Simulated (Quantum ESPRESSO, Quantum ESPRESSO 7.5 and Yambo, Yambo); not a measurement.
## Quasiparticle gap of BiOCl (P4/nmm) in Yambo

Wanted: ground state, empty states, screening and self-energy for BiOCl (P4/nmm).

Calculated with Quantum ESPRESSO 7.5 and Yambo 5.3.0; PBEsol and many-body steps on it, plane waves.

**The experiments to reproduce.**

- Gap 3.36 eV: optical gap from Kubelka-Munk/Tauc analysis; UV-vis diffuse reflectance; powder (solvothermal hierarchical microspheres made without additive) (“Hydrothermal Crystallization of Bismuth Oxychlorides (BiOCl) Using Different Shape Control Reagents”, 2021, pmc:8123882).

- Gap 3.44 eV: optical gap from Tauc plot; UV-vis diffuse reflectance; powder (hydrothermal powder) (“Synergistic Piezo-Photocatalysis of BiOCl/NaNbO3 Heterojunction Piezoelectric Composite for High-Efficient Organic Pollutant Degradation”, 2022, pmc:8839476).

Most raw output is cut from this account.

## 1. Starting point

Symmetry: P4/nmm, No. 129, tetragonal system. The conventional cell has a = 3.886 Å, b = 3.886 Å, c = 7.349 Å, α = 90.00°, β = 90.00°, γ = 90.00°. Nearest to Bi lie 4 O at 2.31 Å and 4 Cl at 3.06 Å. Nearest to Cl lie 4 Bi at 3.06 Å. O has 4 Bi at 2.31 Å nearest. Farther neighbours and most contacts between anions are not listed.

The cell and positions come from the Crystallography Open Database and are kept as given unless a step says otherwise. Spin-orbit coupling is left out unless a step names it.

## 2. Ground state

This step: Quantum ESPRESSO 7.5; DFT, PBEsol, plane waves, norm-conserving pseudopotentials.

The ground-state density comes first.

File pw.in:

```
&control
  calculation = 'scf'
  prefix = 'x'
  outdir = 'o'
  pseudo_dir = 'pseudo'
/
&system
  ibrav = 0
  nat = 6
  ntyp = 3
  ecutwfc = 76.0
  nbnd = 43
  force_symmorphic = .true.
/
&electrons
  conv_thr = 1e-10
  electron_maxstep = 80
  mixing_beta = 0.5
/
ATOMIC_SPECIES
  Bi 208.98 Bi.upf
  Cl 35.45 Cl.upf
  O 15.999 O.upf
CELL_PARAMETERS angstrom
  3.8855100000 0.0000000000 0.0000000000
  0.0000000000 3.8855100000 0.0000000000
  0.0000000000 0.0000000000 7.3489000000
ATOMIC_POSITIONS crystal
  Bi 0.5000000000 0.0000000000 0.3290400000
  Bi 0.0000000000 0.5000000000 0.6709600000
  Cl 0.0000000000 0.5000000000 0.1472000000
  Cl 0.5000000000 0.0000000000 0.8528000000
  O 0.0000000000 0.0000000000 0.5000000000
  O 0.5000000000 0.5000000000 0.5000000000
K_POINTS automatic
  6 6 4 0 0 0
```

Command:

```console
$ OMP_NUM_THREADS=1 mpirun -n 4 pw.x -nk 4 -in pw.in > pw.out
```

Run time: 56 s. Hardware: 4 MPI ranks of Arm Neoverse V2, shared host; peak memory 0.61 GiB; 3.7 min of CPU time.

Numbers from this step:

- total energy: -14419.4044 eV
- gap: 2.593 eV
- k of the valence top: 0, 0.3333, -0.5
- k of the conduction bottom: 0, 0, -0.5
- least direct gap: 2.931 eV

The gap is indirect, with the least direct gap 0.34 eV higher.

## 3. Bands along the symmetry lines

Levels along a band path, at the cheap level, show where the edges lie and whether the meshes to come will hold them.

File pw.in:

```
&control
  calculation = 'bands'
  prefix = 'x'
  outdir = 'o'
  pseudo_dir = 'pseudo'
/
&system
  ibrav = 0
  nat = 6
  ntyp = 3
  ecutwfc = 76.0
  nbnd = 42
  force_symmorphic = .true.
/
&electrons
  conv_thr = 1e-9
  electron_maxstep = 80
  diago_full_acc = .true.
  diago_thr_init = 5e-6
/
ATOMIC_SPECIES
  Bi 208.98 Bi.upf
  Cl 35.45 Cl.upf
  O 15.999 O.upf
CELL_PARAMETERS angstrom
  3.8855100000 0.0000000000 0.0000000000
  0.0000000000 3.8855100000 0.0000000000
  0.0000000000 0.0000000000 7.3489000000
ATOMIC_POSITIONS crystal
  Bi 0.5000000000 0.0000000000 0.3290400000
  Bi 0.0000000000 0.5000000000 0.6709600000
  Cl 0.0000000000 0.5000000000 0.1472000000
  Cl 0.5000000000 0.0000000000 0.8528000000
  O 0.0000000000 0.0000000000 0.5000000000
  O 0.5000000000 0.5000000000 0.5000000000
K_POINTS crystal
  75
  0.00000000 0.00000000 0.00000000 1
  0.00000000 0.06250000 0.00000000 1
  0.00000000 0.12500000 0.00000000 1
  0.00000000 0.18750000 0.00000000 1
  0.00000000 0.25000000 0.00000000 1
  0.00000000 0.31250000 0.00000000 1
  0.00000000 0.37500000 0.00000000 1
  0.00000000 0.43750000 0.00000000 1
  0.00000000 0.50000000 0.00000000 1
  0.06250000 0.50000000 0.00000000 1
  0.12500000 0.50000000 0.00000000 1
  0.18750000 0.50000000 0.00000000 1
  0.25000000 0.50000000 0.00000000 1
  0.31250000 0.50000000 0.00000000 1
  0.37500000 0.50000000 0.00000000 1
  0.43750000 0.50000000 0.00000000 1
  0.50000000 0.50000000 0.00000000 1
  0.43750000 0.43750000 0.00000000 1
  0.37500000 0.37500000 0.00000000 1
  0.31250000 0.31250000 0.00000000 1
  0.25000000 0.25000000 0.00000000 1
  0.18750000 0.18750000 0.00000000 1
  0.12500000 0.12500000 0.00000000 1
  0.06250000 0.06250000 0.00000000 1
  0.00000000 0.00000000 0.00000000 1
  0.00000000 0.00000000 0.06250000 1
  0.00000000 0.00000000 0.12500000 1
  0.00000000 0.00000000 0.18750000 1
  0.00000000 0.00000000 0.25000000 1
  0.00000000 0.00000000 0.31250000 1
  0.00000000 0.00000000 0.37500000 1
  0.00000000 0.00000000 0.43750000 1
  0.00000000 0.00000000 0.50000000 1
  0.00000000 0.06250000 0.50000000 1
  0.00000000 0.12500000 0.50000000 1
  0.00000000 0.18750000 0.50000000 1
  0.00000000 0.25000000 0.50000000 1
  0.00000000 0.31250000 0.50000000 1
  0.00000000 0.37500000 0.50000000 1
  0.00000000 0.43750000 0.50000000 1
  0.00000000 0.50000000 0.50000000 1
  0.06250000 0.50000000 0.50000000 1
  0.12500000 0.50000000 0.50000000 1
  0.18750000 0.50000000 0.50000000 1
  0.25000000 0.50000000 0.50000000 1
  0.31250000 0.50000000 0.50000000 1
  0.37500000 0.50000000 0.50000000 1
  0.43750000 0.50000000 0.50000000 1
  0.50000000 0.50000000 0.50000000 1
  0.43750000 0.43750000 0.50000000 1
  0.37500000 0.37500000 0.50000000 1
  0.31250000 0.31250000 0.50000000 1
  0.25000000 0.25000000 0.50000000 1
  0.18750000 0.18750000 0.50000000 1
  0.12500000 0.12500000 0.50000000 1
  0.06250000 0.06250000 0.50000000 1
  0.00000000 0.00000000 0.50000000 1
  0.00000000 0.50000000 0.00000000 1
  0.00000000 0.50000000 0.06250000 1
  0.00000000 0.50000000 0.12500000 1
  0.00000000 0.50000000 0.18750000 1
  0.00000000 0.50000000 0.25000000 1
  0.00000000 0.50000000 0.31250000 1
  0.00000000 0.50000000 0.37500000 1
  0.00000000 0.50000000 0.43750000 1
  0.00000000 0.50000000 0.50000000 1
  0.50000000 0.50000000 0.00000000 1
  0.50000000 0.50000000 0.06250000 1
  0.50000000 0.50000000 0.12500000 1
  0.50000000 0.50000000 0.18750000 1
  0.50000000 0.50000000 0.25000000 1
  0.50000000 0.50000000 0.31250000 1
  0.50000000 0.50000000 0.37500000 1
  0.50000000 0.50000000 0.43750000 1
  0.50000000 0.50000000 0.50000000 1
```

Wall time 27 s (4 MPI ranks); peak memory 0.43 GiB; 1.8 min of CPU time.

This step gave:

```
gap                        : 2.547 eV
k of the valence top       : 0, 0.4375, 0.5
k of the conduction bottom : 0, 0, 0.5
least direct gap           : 2.931 eV
```

The gap is 2.547 eV, −0.046 eV from the run before at this level.

Electronic bands along the path, in eV, zero at the top of the highest filled band:

| point | band 33 | band 34 | band 35 | band 36 | band 37 | band 38 | band 39 | band 40 |
| --- | --- | --- | --- | --- | --- | --- | --- | --- |
| Γ | -1.06 | -1.06 | -0.99 | -0.78 | 3.05 | 3.75 | 5.30 | 5.30 |
| halfway | -1.05 | -0.54 | -0.38 | -0.29 | 4.29 | 4.65 | 4.80 | 5.00 |
| X | -0.92 | -0.92 | -0.09 | -0.09 | 4.55 | 4.55 | 5.19 | 5.19 |
| halfway | -1.05 | -1.05 | -0.70 | -0.70 | 4.54 | 4.54 | 5.40 | 5.40 |
| M | -0.72 | -0.72 | -0.66 | -0.66 | 4.06 | 4.06 | 5.81 | 5.81 |
| halfway | -0.84 | -0.64 | -0.52 | -0.39 | 3.92 | 5.02 | 5.17 | 5.49 |
| Γ | -1.06 | -1.06 | -0.99 | -0.78 | 3.05 | 3.75 | 5.30 | 5.30 |
| halfway | -0.92 | -0.92 | -0.74 | -0.54 | 2.79 | 3.36 | 5.31 | 5.31 |
| Z | -0.79 | -0.79 | -0.39 | -0.38 | 2.55 | 2.93 | 5.31 | 5.31 |
| halfway | -0.86 | -0.81 | -0.58 | -0.16 | 4.02 | 4.30 | 5.14 | 5.25 |
| R | -0.71 | -0.71 | -0.08 | -0.08 | 4.35 | 4.35 | 5.28 | 5.28 |
| halfway | -0.94 | -0.94 | -0.66 | -0.66 | 4.06 | 4.06 | 5.77 | 5.77 |
| A | -1.41 | -1.41 | -0.66 | -0.66 | 4.47 | 4.47 | 6.03 | 6.03 |
| halfway | -0.94 | -0.80 | -0.61 | -0.34 | 3.43 | 4.80 | 5.29 | 5.53 |
| Z | -0.79 | -0.79 | -0.39 | -0.38 | 2.55 | 2.93 | 5.31 | 5.31 |
| jump to X | -0.92 | -0.92 | -0.09 | -0.09 | 4.55 | 4.55 | 5.19 | 5.19 |
| halfway | -0.80 | -0.80 | -0.09 | -0.09 | 4.45 | 4.45 | 5.23 | 5.23 |
| R | -0.71 | -0.71 | -0.08 | -0.08 | 4.35 | 4.35 | 5.28 | 5.28 |
| jump to M | -0.72 | -0.72 | -0.66 | -0.66 | 4.06 | 4.06 | 5.81 | 5.81 |
| halfway | -1.03 | -1.03 | -0.66 | -0.66 | 4.26 | 4.26 | 5.93 | 5.93 |
| A | -1.41 | -1.41 | -0.66 | -0.66 | 4.47 | 4.47 | 6.03 | 6.03 |

## 4. Empty states on the mesh, 4×4×2 mesh, 367 bands

The sums over transitions need many empty states on a uniform mesh; this step solves for them.

File pw.in:

```
&control
  calculation = 'nscf'
  prefix = 'x'
  outdir = 'o'
  pseudo_dir = 'pseudo'
/
&system
  ibrav = 0
  nat = 6
  ntyp = 3
  ecutwfc = 76.0
  nbnd = 367
  force_symmorphic = .true.
/
&electrons
  conv_thr = 1e-9
  electron_maxstep = 80
  diago_full_acc = .true.
  diago_thr_init = 5e-6
/
ATOMIC_SPECIES
  Bi 208.98 Bi.upf
  Cl 35.45 Cl.upf
  O 15.999 O.upf
CELL_PARAMETERS angstrom
  3.8855100000 0.0000000000 0.0000000000
  0.0000000000 3.8855100000 0.0000000000
  0.0000000000 0.0000000000 7.3489000000
ATOMIC_POSITIONS crystal
  Bi 0.5000000000 0.0000000000 0.3290400000
  Bi 0.0000000000 0.5000000000 0.6709600000
  Cl 0.0000000000 0.5000000000 0.1472000000
  Cl 0.5000000000 0.0000000000 0.8528000000
  O 0.0000000000 0.0000000000 0.5000000000
  O 0.5000000000 0.5000000000 0.5000000000
K_POINTS automatic
  4 4 2 0 0 0
```

Elapsed: 2.5 min, on 4 MPI ranks; peak memory 1.3 GiB.

This step gave:

| Property | Result |
| --- | --- |
| gap | 2.627 eV |
| k of the valence top | 0, -0.5, -0.5 |
| k of the conduction bottom | 0, 0, -0.5 |
| least direct gap | 2.931 eV |
| k points computed | 12 |
| lowest point of the top converged band, above the valence top | 109.8694 eV |

On this mesh the gap is 2.627 eV. The earlier step found 2.593 eV, so this mesh misses an edge.

## 5. Conversion and set-up

This step: Yambo 5.3.0; conversion and set-up on PBEsol, plane waves, norm-conserving pseudopotentials.

The states are converted to the many-body program's format and the q mesh is built.

Command:

```console
$ (cd o/x.save; p2y > p2y.log; mv SAVE ../..); yambo > setup.log
```

The job ended after 3.1 s (1 MPI rank; peak memory 0.25 GiB).

## 6. Screening and self-energy, 4×4×2 mesh, 171 bands, screening to 122.5 eV

Now the one-shot GW correction: screening in the RPA, then the self-energy of the levels asked for.

This step: G0W0 on PBEsol, plane waves, norm-conserving pseudopotentials.

File gw2.in:

```
HF_and_locXC
gw0
dyson
ppa
em1d
rim_cut
RandQpts= 1000000
RandGvec= 1 RL
EXXRLvcs= 76 Ry
VXCRLvcs= 304 Ry
Chimod= "HARTREE"
% BndsRnXp
 1 | 171 |
%
NGsBlkXp= 9 Ry
% LongDrXp
 1 | 1 | 1 |
%
% GbndRnge
 1 | 171 |
%
DysSolver= "n"
ExtendOut
PPAPntXp= 27.21138 eV
% QPkrange
 6 | 6 | 35 | 38 |
 2 | 2 | 35 | 38 |
 1 | 1 | 35 | 38 |
%
```

Command:

```console
$ OMP_NUM_THREADS=1 mpirun -n 4 yambo -F gw2.in -J gw2 -C gw2 > gw2.log
```

It took 6.3 min on 4 MPI ranks; peak memory 3.4 GiB; 25 min of CPU time.

Numbers from this step:

```
G0W0 gap on the points computed              : 3.755 eV
starting gap on the mesh                     : 2.627 eV
k of the valence top                         : 0, -0.5, -0.5
k of the conduction bottom                   : 0, 0, -0.5
least direct G0W0 gap on the computed points : 3.771 eV
Z at the valence top                         : 0.7934
Z at the conduction bottom                   : 0.8335
```

The gap on the mesh goes from 2.63 eV to 3.75 eV, a correction of +1.13 eV. The start differs from the 2.59 eV found before because the two sample other k points.

Limits: finite bands, cutoff and mesh; no spin-orbit coupling; coarse k mesh. v1 is the top filled band, c1 the lowest empty one. Levels before and after the correction, in eV, zero at the valence-band top of each column:

|  | conduction bottom | valence top |
| --- | --- | --- |
| Kohn-Sham | 2.63 | 0.00 |
| G0W0 | 3.75 | 0.00 |

|  | level | energy (eV) |
| --- | --- | --- |
| Kohn-Sham | (0 0 -0.5) v2 | -0.309 |
| Kohn-Sham | (0 0 -0.5) v1 | -0.304 |
| Kohn-Sham | (0 0 -0.5) c1 | 2.627 |
| Kohn-Sham | (0 0 -0.5) c2 | 3.010 |
| Kohn-Sham | (0 -0.5 -0.5) v2-v1 | 0.000 |
| Kohn-Sham | (0 -0.5 -0.5) c1-c2 | 4.427 |
| G0W0 | (0 0 -0.5) v2 | -0.016 |
| G0W0 | (0 0 -0.5) v1 | -0.701 |
| G0W0 | (0 0 -0.5) c1 | 3.755 |
| G0W0 | (0 0 -0.5) c2 | 4.240 |
| G0W0 | (0 -0.5 -0.5) v2-v1 | 0.000 |
| G0W0 | (0 -0.5 -0.5) c1-c2 | 5.721 |

## 7. Where the time went

Times are wall times on the hardware named with each run, good to a factor of about two.

| step | time | share | memory (GiB) |
| --- | --- | --- | --- |
| ground state | 56 s | 9 % | 0.61 |
| bands along the symmetry lines | 27 s | 4 % | 0.43 |
| empty states on the mesh | 2.5 min | 24 % | 1.3 |
| conversion and set-up | 3.1 s | 1 % | 0.25 |
| screening and self-energy | 6.3 min | 62 % | 3.4 |

## 8. What came out

| Quantity | Value |
| --- | --- |
| PBEsol gap | 2.55 eV, indirect |
| G0W0 gap on the mesh | 3.75 eV |
| G0W0 gap over the zone (rigid shift) | 3.68 eV |
| GW settings | 4×4×2 mesh, 171 bands, screening to 122.5 eV, Godby-Needs plasmon pole |
| known limits | not at the basis limit; no spin-orbit coupling; coarse k mesh |

In words: G0W0 moves the gap on the mesh from 2.63 eV to 3.75 eV (+1.13 eV), with Z of 0.79 and 0.83 at the edges. The mesh misses the band edges by 0.08 eV in all; a rigid shift gives 3.68 eV for the zone. Only 3 of the mesh's irreducible points were corrected, so a valley elsewhere could overtake. The dearest step here is «screening and self-energy». Against experiment, by G0W0@PBEsol: the gap of 3.68 eV lies +0.32 eV from the measured 3.36 eV (optical, 2021); the gap of 3.68 eV lies +0.24 eV from the measured 3.44 eV (optical, 2022). An exciton line or allowed optical edge lies below the quasiparticle gap by the binding energy; a forbidden edge can push the onset above it. The calculation has static nuclei and no excitons; a measured gap holds zero-point and thermal motion, which mostly lowers it. With atoms this heavy the missing spin-orbit coupling can matter too. Bands and cutoff are finite, so the gap is not at the basis limit. The miss can reach some tenths of an eV and take either sign; the mesh is an error of its own. In the G0W0 run levels were corrected at 3 k points alone, so a gap called «on the mesh» is the least over those, and an edge elsewhere would be missed. A denser mesh or path gives a starting gap of 2.55 eV: the GW mesh misses a band edge, so its gaps are not the fundamental one. The 4×4×2 mesh is coarse for this cell, which bears on the long-range parts of exchange and screening. Where an edge is built on 6p states of lead, bismuth or thallium, scalar-relativistic gaps usually stand too wide, by a few tenths to over one eV.

[Paths, hosts, dates, memory and timing lines, banners, echoed tables and standing remarks are left out of the program output.]

[Logs are printed without paths, hosts, clocks, repeated set-up lines and the standing remarks that a program may print on its own settings, such as how far it seeks lower states.]

[Runs of the session that timed out or met a known fault of the program may be left out.]

[Hosts, paths, dates, database ids (printed as entryN), source tags and the programs' standing remarks are cut or masked in the printed files.]
